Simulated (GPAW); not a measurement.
# Core-hole calculation of the O K edge in HfO2 (P2_1/c)

How does the O K edge of HfO2 (P2_1/c) move when the bonds are compressed or stretched?

Calculated with GPAW 26.7.0; X-ray absorption from dipole matrix elements to empty bands, plane-wave PAW revPBE, without spin-orbit coupling.

## Step 1: Set-up

The structure is monoclinic, space group P2_1/c (No. 14). Conventional cell: a = 5.118 Å, b = 5.186 Å, c = 5.284 Å, α = 90.00°, β = 99.35°, γ = 90.00°. Nearest to Hf lie 7 O at 2.03 to 2.25 Å. O has 3 Hf at 2.03 to 2.12 Å nearest. Nearest to O lie 4 Hf at 2.14 to 2.25 Å. Farther neighbours and most contacts between anions are not listed.

Structure file:

```xyz
12
Lattice="5.1180 0.0000 0.0000 0.0000 5.1857 0.0000 -0.8587 0.0000 5.2139" Properties=species:S:1:pos:R:3 pbc="T T T"
Hf    0.8021    2.3870    3.6914
Hf    3.0279    4.9798    4.1294
Hf    3.4573    2.7987    1.5224
Hf    1.2314    0.2059    1.0845
O    -0.3473    0.8733    4.4146
O     4.1773    3.4661    3.4062
O     4.6066    4.3124    0.7993
O     0.0821    1.7196    1.8076
O     1.4549    3.8473    5.1101
O     2.3751    1.2544    2.7107
O     2.8045    1.3384    0.1038
O     1.8842    3.9313    2.5032
```

## Step 2: Ground state of the crystal

The ground state comes first: it tells whether the system has a gap, which decides how the excited electron is treated.

Contents of scf.py:

```python
import numpy as np
from ase import Atoms
from ase.parallel import parprint, paropen
from gpaw import GPAW, PW, FermiDirac, Mixer, MixerDif, setup_paths
from gpaw.test import gen
setup_paths.insert(0, '.')
gen('O', name='nch1s', xcname='revPBE', corehole=(1, 0, 0), write_xml=True)
from gpaw.mpi import world
world.barrier()

atoms = Atoms('Hf4O8',
    cell=[[5.118, 0, 0],
     [0, 5.1857, 0],
     [-0.85866306, 0, 5.21386714]],
    scaled_positions=[[0.2755, 0.4603, 0.708],
     [0.7245, 0.9603, 0.792],
     [0.7245, 0.5397, 0.292],
     [0.2755, 0.0397, 0.208],
     [0.0742, 0.1684, 0.8467],
     [0.9258, 0.6684, 0.6533],
     [0.9258, 0.8316, 0.1533],
     [0.0742, 0.3316, 0.3467],
     [0.4487, 0.7419, 0.9801],
     [0.5513, 0.2419, 0.5199],
     [0.5513, 0.2581, 0.0199],
     [0.4487, 0.7581, 0.4801]],
    pbc=True)
atoms.calc = calc = GPAW(legacy_gpaw=True, mode=PW(500, force_complex_dtype=True), xc='revPBE', setups={4: 'nch1s'},
    kpts={'size': (5, 5, 5), 'gamma': True}, occupations=FermiDirac(0.05),
    charge=0, mixer=Mixer(0.1, 5, 50), maxiter=150,
    convergence={'density': 0.0001, 'eigenstates': 1e-6}, txt='scf.txt')
energy = atoms.get_potential_energy() + calc.get_reference_energy()
ef = calc.get_fermi_level()
out = dict(energy=energy, fermi=ef, forces=atoms.get_forces().tolist())
parprint(f'all-electron energy {energy:.4f} eV, Fermi level {ef:.4f} eV')
ev = np.array([[calc.get_eigenvalues(k, s) for k in range(len(calc.get_ibz_k_points()))] for s in range(calc.get_number_of_spins())])
out['homo'], out['lumo'], out['counts'] = ev[ev < ef].max(), ev[ev > ef].min(), sorted(set((ev < ef).sum((0, 2)).tolist()))
out['filled'] = (ev[:, 0] < ef).sum(1).tolist()
import json
with paropen('out.json', 'w') as f:
    json.dump(out, f)
```

Run with:

```console
OMP_NUM_THREADS=1 mpirun -n 4 gpaw python scf.py
```

Numbers of over 12 decimals in the logs are rounded to 6 here.

What it wrote:

```text
Input parameters:
  convergence: {density: 0.0001,
                eigenstates: 1e-06}
  kpts: {gamma: True,
         size: (5, 5, 5)}
  maxiter: 150
  mixer: {backend: pulay,
          beta: 0.1,
          method: separate,
          nmaxold: 5,
          weight: 50}
  mode: {ecut: 500.0,
         force_complex_dtype: True,
         name: pw}
  occupations: {fixmagmom: False,
                name: fermi-dirac,
                width: 0.05}
  setups: {4: nch1s}
  xc: revPBE

Initialize ...

[... PAW data sets ...]

Reference energy: -1655920.740390  # eV

Spin-paired calculation

[... convergence settings ...]
Symmetries present (total): 1
  [... symmetry matrices ...]

125 k-points: 5 x 5 x 5 Monkhorst-Pack grid
63 k-points in the irreducible part of the Brillouin zone
       k-points in crystal coordinates                weights
   0:     0.00000000    0.00000000    0.00000000          1/125
   1:     0.00000000    0.00000000    0.20000000          2/125
   2:     0.00000000    0.00000000    0.40000000          2/125
   3:     0.00000000    0.20000000   -0.40000000          2/125
   4:     0.00000000    0.20000000   -0.20000000          2/125
   5:     0.00000000    0.20000000    0.00000000          2/125
   6:     0.00000000    0.20000000    0.20000000          2/125
   7:     0.00000000    0.20000000    0.40000000          2/125
   8:     0.00000000    0.40000000   -0.40000000          2/125
   9:     0.00000000    0.40000000   -0.20000000          2/125
          ...
  62:     0.40000000    0.40000000    0.40000000          2/125

Wave functions: Plane wave expansion
  Cutoff energy: 500.000 eV
  Number of coefficients (min, max): 3495, 3541
  Pulay-stress correction: 0.000000 eV/Ang^3 (de/decut=0.000000)
  Using FFTW library
  Wavefunction extrapolation:
    Improved wavefunction reuse through dual PAW basis

Occupation numbers: Fermi-Dirac:
  width: 0.0500  # eV

Eigensolver
   Davidson(niter=2)

Densities:
  Coarse grid: 27*27*28 grid
  Fine grid: 54*54*56 grid
  Total Charge: 0.000000

Density mixing:
  Method: separate
  Backend: pulay
  Linear mixing parameter: 0.1
  old densities: 5
  Width of damping distribution: 1.1
  Damping of long wavelength oscillations: 50

[... Hamiltonian set-up ...]
Number of atoms: 12
Number of atomic orbitals: 84
Number of bands in calculation: 62
Number of valence electrons: 96
Bands to converge: occupied

... initialized

Initializing position-dependent things.

Density initialized from atomic densities
Creating initial wave functions:
  62 bands from LCAO basis set

              O
                  Hf

       O   Hf  O    O

         O    O   Hf  O

           Hf
               O

Atomic positions and initial magnetic moments

Positions:
   0 Hf     0.802076    2.386978    3.691418    ( 0.0000,  0.0000,  0.0000)
   1 Hf     3.027930    4.979828    4.129383    ( 0.0000,  0.0000,  0.0000)
   2 Hf     3.457261    2.798722    1.522449    ( 0.0000,  0.0000,  0.0000)
   3 Hf     1.231407    0.205872    1.084484    ( 0.0000,  0.0000,  0.0000)
   4 O     -0.347274    0.873272    4.414581    ( 0.0000,  0.0000,  0.0000)
   5 O      4.177280    3.466122    3.406219    ( 0.0000,  0.0000,  0.0000)
   6 O      4.606611    4.312428    0.799286    ( 0.0000,  0.0000,  0.0000)
   7 O      0.082057    1.719578    1.807648    ( 0.0000,  0.0000,  0.0000)
   8 O      1.454871    3.847271    5.110111    ( 0.0000,  0.0000,  0.0000)
   9 O      2.375134    1.254421    2.710690    ( 0.0000,  0.0000,  0.0000)
  10 O      2.804466    1.338429    0.103756    ( 0.0000,  0.0000,  0.0000)
  11 O      1.884202    3.931279    2.503178    ( 0.0000,  0.0000,  0.0000)

Unit cell:
           periodic     x           y           z      points  spacing
  1. axis:    yes    5.118000    0.000000    0.000000    27     0.1870
  2. axis:    yes    0.000000    5.185700    0.000000    27     0.1921
  3. axis:    yes   -0.858663    0.000000    5.213867    28     0.1862

  Lengths:   5.118000   5.185700   5.284100
  Angles:   90.000000  99.352000  90.000000

Effective grid spacing dv^(1/3) = 0.1893

iter:   1  -119.630460
iter:   2  -112.191876   -0.64  -0.88
iter:   3  -104.974269   +0.20  -0.98
iter:   4  -105.474936   -1.18  -1.37
iter:   5  -105.459224   -1.40  -1.42
iter:   6  -105.525830   -0.96  -1.97
iter:   7  -105.560089   -1.80  -2.07
iter:   8  -105.418337   -2.33  -2.00
iter:   9  -105.424419   -3.50  -2.36
iter:  10  -105.421971c  -3.43  -2.35
iter:  11  -105.409369c  -3.18  -2.37
iter:  12  -105.406134c  -3.08  -2.48
iter:  13  -105.399566c  -3.04  -2.63
iter:  14  -105.400233c  -3.80  -2.70
iter:  15  -105.400097c  -4.52  -2.78
iter:  16  -105.400036c  -4.67  -2.83
iter:  17  -105.400247c  -5.09  -3.13
iter:  18  -105.400228c  -5.29  -3.55
iter:  19  -105.400194c  -5.27  -3.75
iter:  20  -105.400180c  -5.84  -4.04c
iter:  21  -105.400181c  -6.34c -4.12c

Converged after 21 iterations.

Dipole moment: (-0.000000, -0.000000, 0.000000) |e|*Ang

Energy contributions relative to reference atoms: (reference = -1655920.740390)

Kinetic:       +109.489759
Potential:     -118.839291
External:        +0.000000
XC:             -95.859116
Entropy (-ST):   -0.000000
Local:           -0.191534
SIC:             +0.000000
--------------------------
Free energy:   -105.400181
Extrapolated:  -105.400181

Showing only first 2 kpts
 Kpt  Band  Eigenvalues  Occupancy
  0    46      6.95176    2.00000
  0    47      7.11290    2.00000
  0    48     11.73384    0.00000
  0    49     12.25580    0.00000

  1    46      6.82413    2.00000
  1    47      6.97913    2.00000
  1    48     11.79230    0.00000
  1    49     12.20941    0.00000

Fermi level: 8.60682

Gap: 4.225 eV
Transition (v -> c):
  (s=0, k=0, n=47, [0.00, 0.00, 0.00]) -> (s=0, k=50, n=48, [0.40, 0.00, 0.00])
Direct/indirect transitions are different
Direct gap: 4.287 eV
Transition at: (s=0, k=51, n=47, [0.40, 0.00, 0.20])

Forces in eV/Ang:
  0 Hf    0.35577    0.07594    0.07487
  1 Hf   -0.35507    0.07478   -0.07354
  2 Hf   -0.35577   -0.07594   -0.07487
  3 Hf    0.35507   -0.07478    0.07354
  4 O    -0.42980   -0.20424   -0.16421
  5 O     0.43030   -0.22213    0.16339
  6 O     0.42980    0.20424    0.16421
  7 O    -0.43030    0.22213   -0.16339
  8 O    -0.20776    0.03028   -0.02939
  9 O     0.20525    0.04053    0.02813
 10 O     0.20776   -0.03028    0.02939
 11 O    -0.20525   -0.04053   -0.02813
Scalar-relativistic atomic revPBE calculation for O (Oxygen, Z=8)
Core hole in 1s state (1s occupation: 2.0)
300 radial gridpoints.
|------------------------------------------------|
|------------------------------------------------|
[... the atom generator's iteration count ...]

Energy contributions:
-------------------------
Kinetic:      +74.948550
XC:            -8.337853
Potential:   -141.669605
-------------------------
Total:        -75.058908

state      eigenvalue         ekin         rmax
-----------------------------------------------
1s^2.0 :   -18.924438    29.190860        0.129
2s^2.0 :    -0.881898     3.219331        0.871
2p^4.0 :    -0.329595     2.532042        0.821
-----------------------------------------------
(units: Bohr and Hartree)

Generating PAW setup
Kinetic energy of the core from tauc = 58.428538
Cutoffs:
rc(s)=1.300
rc(p)=1.130
rc(d)=1.170
rc(vbar)=1.300
rc(comp)=1.260
rc(nct)=1.300

Kinetic energy of the core states: 58.381721
Charge: 0.0
Core electrons: 2.0
Valence electrons: 6.0
Pseudo-core charge: 0.000732
Shape function alpha=6.299
Pseudo-electron charge 5.684612
state    eigenvalue         norm
--------------------------------
2s(2) :    -0.881898     1.082464
*s    :     0.118102
2p(4) :    -0.329595     0.879738
*p    :     0.670405
*d    :     0.000000
--------------------------------

Diagonalizing with gridspacing h=0.050

state   all-electron     PAW
-------------------------------
2s:      -0.881898    -0.883008
2p:      -0.329595    -0.333354
*d:                    0.048653
*f:                    0.076486
-------------------------------
all-electron energy -1656026.1406 eV, Fermi level 8.6068 eV
```

Elapsed: 88 s, on 4 MPI ranks of Intel Xeon Platinum 8375C at 2.90GHz (Ice Lake), shared host; peak memory 0.33 GiB.

The mesh shows a gap of 4.23 eV, so the hole is first treated in a charged cell, without the excited electron.

## Step 3: Cell without a hole, the energy reference

The photon energy needs a difference of total energies, so the cell and mesh of the coming hole run are first run without a hole.

scf.py, as its differences from that of step 2:

```diff
@@ -28,3 +28,3 @@
 atoms.calc = calc = GPAW(legacy_gpaw=True, mode=PW(500, force_complex_dtype=True), xc='revPBE', setups={4: 'nch1s'},
-    kpts={'size': (5, 5, 5), 'gamma': True}, occupations=FermiDirac(0.05),
+    kpts={'size': (4, 4, 4), 'gamma': True}, occupations=FermiDirac(0.02),
     charge=0, mixer=Mixer(0.1, 5, 50), maxiter=150,
```

What it wrote:

```text
Input parameters:
  convergence: {density: 0.0001,
                eigenstates: 1e-06}
  kpts: {gamma: True,
         size: (4, 4, 4)}
  maxiter: 150
  mixer: {backend: pulay,
          beta: 0.1,
          method: separate,
          nmaxold: 5,
          weight: 50}
  mode: {ecut: 500.0,
         force_complex_dtype: True,
         name: pw}
  occupations: {fixmagmom: False,
                name: fermi-dirac,
[...]
2s(2) :    -0.881898     1.082464
*s    :     0.118102
2p(4) :    -0.329595     0.879738
*p    :     0.670405
*d    :     0.000000
--------------------------------

Diagonalizing with gridspacing h=0.050

state   all-electron     PAW
-------------------------------
2s:      -0.881898    -0.883008
2p:      -0.329595    -0.333354
*d:                    0.048653
*f:                    0.076486
-------------------------------
all-electron energy -1656026.1278 eV, Fermi level 7.7832 eV
[key lines of the parts left out:]
Converged after 21 iterations.
Dipole moment: (-0.000000, -0.000000, 0.000000) |e|*Ang
Free energy:   -105.387452
Fermi level: 7.78319
```

The job ended after 54 s (4 MPI ranks; peak memory 0.29 GiB; 3.6 min of CPU time).

Reference energy: -1656026.128 eV with the cores included.

(Part 1 of 4 ends here.)

[Banner, clock and machine lines of the logs are left out without a mark of their own.]

[Logs are printed without paths, hosts, clocks, repeated set-up lines and the standing remarks that a program may print on its own settings, such as how far it seeks lower states.]

[Hosts, paths, dates, database ids (printed as entryN), source tags and the programs' standing remarks are cut or masked in the printed files.]

[Lists of maxima count a maximum above −3 eV only where it reaches 4 % of the highest in the window and stands out from its surroundings by 2 % of it (1.5 % where it reaches 55 %); shoulders and weaker maxima are passed over, and of the rest the first, up to two pre-edge ones and the few strongest are named.]
